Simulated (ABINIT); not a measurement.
# Quasiparticle gap of SiO2 (P3_221) in ABINIT, part 3 of 3

Aim: the G0W0 gap of SiO2 (P3_221) on PBE, step by step.

ABINIT 10.8.3; PBE and many-body steps on it, plane waves. Known limits of the many-body steps: not at the basis limit; coarse k mesh.

So far. Step 3 (Bands along the symmetry lines): The gap is 6.031 eV, as in the run before at this level. Step 4 (Empty states on the mesh, 3×3×2 mesh, 236 bands): On this mesh the gap is 6.031 eV.

## 5. Screening, 3×3×2 mesh, 216 bands, screening to 155.1 eV

The RPA dielectric matrix is built and inverted for each q.

This step: RPA screening on PBE, plane waves, norm-conserving pseudopotentials.

run.abi

```
acell 3*1.0 Angstrom
rprim 
  4.916359999971 0.000000000007 0.000000000000
  -2.458179999991 4.257692654122 0.000000000000
  0.000000000000 0.000000000000 5.408400000000
ntypat 2
znucl 14 8
natom 9
typat 1 1 1 2 2 2 2 2 2
xred 
  0.469730000000 0.000000000000 0.666666666667
  0.000000000000 0.469730000000 0.333333333333
  0.530270000000 0.530270000000 -0.000000000000
  0.413540000000 0.267580000000 0.785580000000
  0.732420000000 0.145960000000 0.452246666667
  0.854040000000 0.586460000000 0.118913333333
  0.267580000000 0.413540000000 0.214420000000
  0.145960000000 0.732420000000 0.547753333333
  0.586460000000 0.854040000000 0.881086666667
pp_dirpath "pseudos"
pseudos "Si.upf, O.upf"
ecut 36
ngkpt 3 3 2
nshiftk 1
shiftk 0 0 0
kptopt 1
chksymbreak 0
istwfk *1
occopt 1
irdwfk 1
optdriver 3
nband 216
ecuteps 5.7
inclvkb 2
awtr 1
symchi 1
indata_prefix "in"
outdata_prefix "out"
tmpdata_prefix "tmp"
```

Command:

```
$ OMP_NUM_THREADS=1 mpirun -n 4 abinit run.abi > log
```

Numbers of over 12 decimals in the logs are rounded to 6 here.

What it wrote:

```text
.Version 10.8.3 of ABINIT. v10.8.2 released Aug 2026.

 Symmetries : space group P3_2 2 1 (#154); Bravais hP (primitive hexag.)
[... echo of the input left out ...]
== DATASET  1 ==================================================================
-   mpi_nproc: 4, omp_nthreads: 1 (-1 if OMP is not activated)

--- !DatasetInfo
iteration_state: {dtset: 1, }
dimensions: {natom: 9, nkpt: 6, mband: 216, nsppol: 1, nspinor: 1, nspden: 1, mpw: 7935, }
cutoff_energies: {ecut:  36.0, pawecutdg:  -1.0, }
electrons: {nelect:   4.80000000E+01, charge:   0.00000000E+00, occopt:   1.00000000E+00, tsmear:   1.00000000E-02, }

 SCREENING: Calculation of the susceptibility and dielectric matrices

 Based on a program developped by R.W. Godby, V. Olevano, G. Onida, and L. Reining.
 Incorporated in ABINIT by V. Olevano, G.-M. Rignanese, and M. Torrent.
.Using double precision arithmetic ; gwpc =  8

[... cell and pseudopotentials left out ...]
--------------------------------------------------------------------------------

 ==== K-mesh for the wavefunctions ====
 Number of points in the irreducible wedge :     6
[... list of points left out ...]
 Together with  6 symmetry operations and time-reversal symmetry
 yields    18 points in the full Brillouin Zone.

 ==== Q-mesh for the screening function ====
 Number of points in the irreducible wedge :     6
[... list of points left out ...]
 Together with  6 symmetry operations and time-reversal symmetry
 yields    18 points in the full Brillouin Zone.

 setmesh: FFT mesh size selected  =    36x   36x   45
          total number of points  =        58320

 vcoul_init : cutoff-mode = AUXILIARY_FUNCTION
 q-points for optical limit:   1
     1)      0.000010    0.000020    0.000030

- screening: taking advantage of time-reversal symmetry
- Maximum band index for partially occupied states nbvw = 24
- Remaining bands to be divided among processors   nbcw = 192
- Number of bands treated by each node ~48

 Number of electrons calculated from density =   48.0000; Expected =   48.0000
 average of density, n =  0.062829
 r_s =    1.5605
 omega_plasma =   24.1788 [eV]

 calculating chi0 at frequencies [eV] :
  1    0.000000E+00    0.000000E+00
  2    0.000000E+00    2.417879E+01

--------------------------------------------------------------------------------
  q-point number  1        q = ( 0.000000, 0.000000, 0.000000) [r.l.u.]
--------------------------------------------------------------------------------
[... chi0 elements left out ...]
 For q-point:  0.000010 0.000020 0.000030
  dielectric constant =   2.3273
  dielectric constant without local fields =   2.5405

  Average fulfillment of the sum rule on Im[epsilon] for q-point    1 :     68.57  [%]
[... wings left out ...]
  q-point number  2        q = ( 0.333333, 0.000000, 0.000000) [r.l.u.]
--------------------------------------------------------------------------------
[... chi0 elements left out ...]
  Average fulfillment of the sum rule on Im[epsilon] for q-point    2 :     74.08  [%]

 [... 4 further q-points ...]
```

It took 2.6 min on 4 MPI ranks of Arm Neoverse V2, shared host; peak memory 2.3 GiB.

Numbers from this step:

```
ε∞ with local fields, on this mesh, along the program's q direction : 2.327
the same without local fields                                       : 2.541
plasma frequency                                                    : 24.18 eV
plane waves in the screening matrix                                 : 503
```

Local fields lower ε∞ by 8 %. On a Γ-centred mesh this coarse the value itself is usually too large, while a short band sum pulls it down.

## 6. Self-energy, 3×3×2 mesh, 216 bands, screening to 155.1 eV

The self-energy is evaluated for the states that the input lists, and the levels follow from it, in one-shot runs by the linearised quasiparticle equation.

This step: G0W0 on PBE, plane waves, norm-conserving pseudopotentials.

Edit run.abi of step 5 so:

```diff
@@ -30,8 +30,19 @@
 irdwfk 1
-optdriver 3
+optdriver 4
 nband 216
+gwcalctyp 0
+ecutsigx 36
+symsigma 1
+nkptgw 3
+kptgw 
+  0.3333333333 0.3333333333 0.0000000000
+  0.0000000000 0.0000000000 0.0000000000
+  0.0000000000 0.0000000000 0.5000000000
+bdgw 
+  22 26
+  23 27
+  22 26
 ecuteps 5.7
-inclvkb 2
-awtr 1
-symchi 1
+irdscr 1
+ppmodel 1
 indata_prefix "in"
```

What it wrote:

```text
.Version 10.8.3 of ABINIT. v10.8.2 released Aug 2026.

 Symmetries : space group P3_2 2 1 (#154); Bravais hP (primitive hexag.)
[... echo of the input left out ...]
== DATASET  1 ==================================================================
-   mpi_nproc: 4, omp_nthreads: 1 (-1 if OMP is not activated)

--- !DatasetInfo
iteration_state: {dtset: 1, }
dimensions: {natom: 9, nkpt: 6, mband: 216, nsppol: 1, nspinor: 1, nspden: 1, mpw: 7935, }
cutoff_energies: {ecut:  36.0, pawecutdg:  -1.0, }
electrons: {nelect:   4.80000000E+01, charge:   0.00000000E+00, occopt:   1.00000000E+00, tsmear:   1.00000000E-02, }

 SIGMA: Calculation of the GW corrections

 Based on a program developped by R.W. Godby, V. Olevano, G. Onida, and L. Reining.
 Incorporated in ABINIT by V. Olevano, G.-M. Rignanese, and M. Torrent.
.Using double precision arithmetic ; gwpc =  8

[... cell and pseudopotentials left out ...]
--------------------------------------------------------------------------------

 ==== K-mesh for the wavefunctions ====
 Number of points in the irreducible wedge :     6
[... list of points left out ...]
 Together with  6 symmetry operations and time-reversal symmetry
 yields    18 points in the full Brillouin Zone.

 ==== Q-mesh for screening function ====
 Number of points in the irreducible wedge :     6
[... list of points left out ...]
 Together with  6 symmetry operations and time-reversal symmetry
 yields    18 points in the full Brillouin Zone.

 vcoul_init : cutoff-mode = AUXILIARY_FUNCTION
 q-points for optical limit:   1
     1)      0.000010    0.000020    0.000030
 setmesh: FFT mesh size selected  =    45x   45x   60
          total number of points  =       121500

 Number of electrons calculated from density =   48.0000; Expected =   48.0000
 average of density, n =  0.062829
 r_s =    1.5605
 omega_plasma =   24.1788 [eV]

 === KS Band Gaps ===
  >>>> For spin  1
   Minimum direct gap =   6.3458 [eV], located at k-point      :   0.0000  0.0000  0.0000
   Fundamental gap    =   6.0307 [eV], Top of valence bands at :   0.3333  0.3333  0.0000
                                       Bottom of conduction at :   0.0000  0.0000  0.0000
 SIGMA fundamental parameters:
 PLASMON POLE MODEL  1
 number of plane-waves for SigmaX                 7935
 number of plane-waves for SigmaC and W            503
 number of plane-waves for wavefunctions          7935
 number of bands                                   216
 number of independent spin polarizations            1
 number of spinorial components                      1
 number of k-points in IBZ                           6
 number of q-points in IBZ                           6
 number of symmetry operations                       6
 number of k-points in BZ                           18
 number of q-points in BZ                           18
 number of frequencies for dSigma/dE                 9
 frequency step for dSigma/dE [eV]                0.25
 number of omega for Sigma on real axis              0
 max omega for Sigma on real axis  [eV]           0.00
 zcut for avoiding poles [eV]                     0.10

 EPSILON^-1 parameters (SCR file):
 dimension of the eps^-1 matrix on file            503
 dimension of the eps^-1 matrix used               503
 number of plane-waves for wavefunctions          7935
 number of bands                                   216
 number of q-points in IBZ                           6
 number of frequencies                               2
 number of real frequencies                          1
 number of imag frequencies                          1

 matrix elements of self-energy operator (all in [eV])

 Perturbative Calculation

--- !SelfEnergy_ee
iteration_state: {dtset: 1, }
kpoint     : [   0.333,    0.333,    0.000, ]
spin       : 1
KS_gap     :    8.938
QP_gap     :   11.985
Delta_QP_KS:    3.047
data: !SigmaeeData |
     Band     E0 <VxcDFT>   SigX SigC(E0)      Z dSigC/dE  Sig(E)    E-E0       E
       22  -0.237 -19.751 -25.563   4.028   0.815  -0.227 -21.206  -1.455  -1.692
       23  -0.237 -19.751 -25.563   4.028   0.815  -0.227 -21.206  -1.455  -1.692
       24   0.197 -20.112 -25.804   4.005   0.817  -0.225 -21.489  -1.378  -1.181
       25   9.135 -12.405  -7.190  -3.272   0.859  -0.164 -10.737   1.669  10.804
       26   9.135 -12.405  -7.190  -3.272   0.859  -0.164 -10.737   1.669  10.804

--- !SelfEnergy_ee
iteration_state: {dtset: 1, }
kpoint     : [   0.000,    0.000,    0.000, ]
spin       : 1
KS_gap     :    6.346
QP_gap     :    9.006
Delta_QP_KS:    2.660
data: !SigmaeeData |
     Band     E0 <VxcDFT>   SigX SigC(E0)      Z dSigC/dE  Sig(E)    E-E0       E
       23  -0.119 -19.538 -25.280   3.958   0.817  -0.224 -20.995  -1.457  -1.576
       24  -0.119 -19.538 -25.280   3.958   0.817  -0.224 -20.995  -1.457  -1.576
       25   6.227 -10.973  -6.515  -3.076   0.870  -0.150  -9.771   1.203   7.430
       26   9.525 -10.460  -5.275  -3.445   0.866  -0.155  -8.954   1.505  11.030
       27   9.525 -10.460  -5.275  -3.445   0.866  -0.155  -8.954   1.505  11.030

--- !SelfEnergy_ee
iteration_state: {dtset: 1, }
kpoint     : [   0.000,    0.000,    0.500, ]
spin       : 1
KS_gap     :    8.057
QP_gap     :   10.992
Delta_QP_KS:    2.935
data: !SigmaeeData |
     Band     E0 <VxcDFT>   SigX SigC(E0)      Z dSigC/dE  Sig(E)    E-E0       E
       22  -0.016 -19.911 -25.684   4.024   0.816  -0.225 -21.338  -1.427  -1.444
       23  -0.016 -19.911 -25.684   4.024   0.816  -0.225 -21.338  -1.427  -1.444
       24   0.108 -19.968 -25.709   4.013   0.816  -0.225 -21.378  -1.410  -1.302
       25   8.165 -12.304  -7.456  -3.078   0.861  -0.161 -10.779   1.525   9.690
       26   8.165 -12.304  -7.456  -3.078   0.861  -0.161 -10.779   1.525   9.690

== END DATASET(S) ==============================================================
================================================================================

 -outvars: echo values of variables after computation  --------
           etotal      0.0000000000E+00
            nband         216
             nkpt           6
          spgroup         154
 [... the other variables as echoed above ...]

 Calculation completed.
```

Elapsed: 57 s, on 4 MPI ranks; peak memory 2.1 GiB; 3.8 min of CPU time.

This step gave:

- G0W0 gap on the points computed: 8.611 eV
- starting gap on the mesh: 6.031 eV
- k of the valence top: 0.3333, 0.3333, 0
- k of the conduction bottom: 0, 0, 0
- Z at the valence top: 0.817
- Z at the conduction bottom: 0.87
- least direct G0W0 gap on the computed points: 9.006 eV

The gap on the mesh goes from 6.03 eV to 8.61 eV, a correction of +2.58 eV.

Limits: finite bands, cutoff and mesh; coarse k mesh. v1 is the top filled band, c1 the lowest empty one. The levels before and after the correction (eV, zero at the valence-band top of each column):

```
           conduction bottom  valence top
Kohn-Sham               6.03         0.00
     G0W0               8.61         0.00
```

```
                           level  energy (eV)
Kohn-Sham  (0.333 0.333 0) v3-v2       -0.434
Kohn-Sham     (0.333 0.333 0) v1        0.000
Kohn-Sham  (0.333 0.333 0) c1-c2        8.938
Kohn-Sham                Γ v2-v1       -0.315
Kohn-Sham                   Γ c1        6.031
Kohn-Sham                Γ c2-c3        9.328
     G0W0  (0.333 0.333 0) v3-v2       -0.511
     G0W0     (0.333 0.333 0) v1        0.000
     G0W0  (0.333 0.333 0) c1-c2       11.985
     G0W0                Γ v2-v1       -0.395
     G0W0                   Γ c1        8.611
     G0W0                Γ c2-c3       12.211
```

## 7. Where the time went

Times are wall times on 4 MPI ranks of Arm Neoverse V2, shared host, good to a factor of about two.

```
                          step     time  share  memory (GiB)
                  ground state     72 s   14 %          0.48
bands along the symmetry lines     54 s   11 %          0.48
      empty states on the mesh  2.7 min   33 %          0.55
                     screening  2.6 min   31 %           2.3
                   self-energy     57 s   11 %           2.1
```

## 8. Results

```yaml
pbe_gap: 6.03 eV, indirect
g0w0_gap_on_the_mesh: 8.61 eV
gw_settings: 3×3×2 mesh, 216 bands, screening to 155.1 eV, Godby-Needs plasmon pole
known_limits: not at the basis limit; coarse k mesh
```

**Reading.** G0W0 moves the gap on the mesh from 6.03 eV to 8.61 eV (+2.58 eV), with Z of 0.82 and 0.87 at the edges. Local fields lower the RPA ε∞ on this mesh from 2.54 to 2.33; a Γ-centred mesh this coarse tends to raise both, most where the direct gap is narrow, while a short band sum lowers them. Only 3 of the mesh's irreducible points were corrected, so a valley elsewhere could overtake. Bands and cutoff are finite, so the gap is not at the basis limit. The miss can reach some tenths of an eV and take either sign; the mesh is an error of its own. In the G0W0 run levels were corrected at 3 k points alone, so a gap called «on the mesh» is the least over those, and an edge elsewhere would be missed. The 3×3×2 mesh is coarse for this cell, which bears on the long-range parts of exchange and screening.

[Paths, hosts, dates, memory and timing lines, banners, echoed tables and standing remarks are left out of the program output.]

[Logs are printed without paths, hosts, clocks, repeated set-up lines and the standing remarks that a program may print on its own settings, such as how far it seeks lower states.]

[Runs of the session that timed out or met a known fault of the program may be left out.]

[Hosts, paths, dates, database ids (printed as entryN), source tags and the programs' standing remarks are cut or masked in the printed files.]

[G0W0 gaps are taken among the corrected bands and points alone; a level outside them can change the order at an edge.]

[Where Ansatz stands beside ABINIT at settings called matched, ABINIT's density can come from a denser mesh and the files from another edition; pairs whose starting gaps differed by over 0.03 eV were left out, so agreement reads better than it is.]
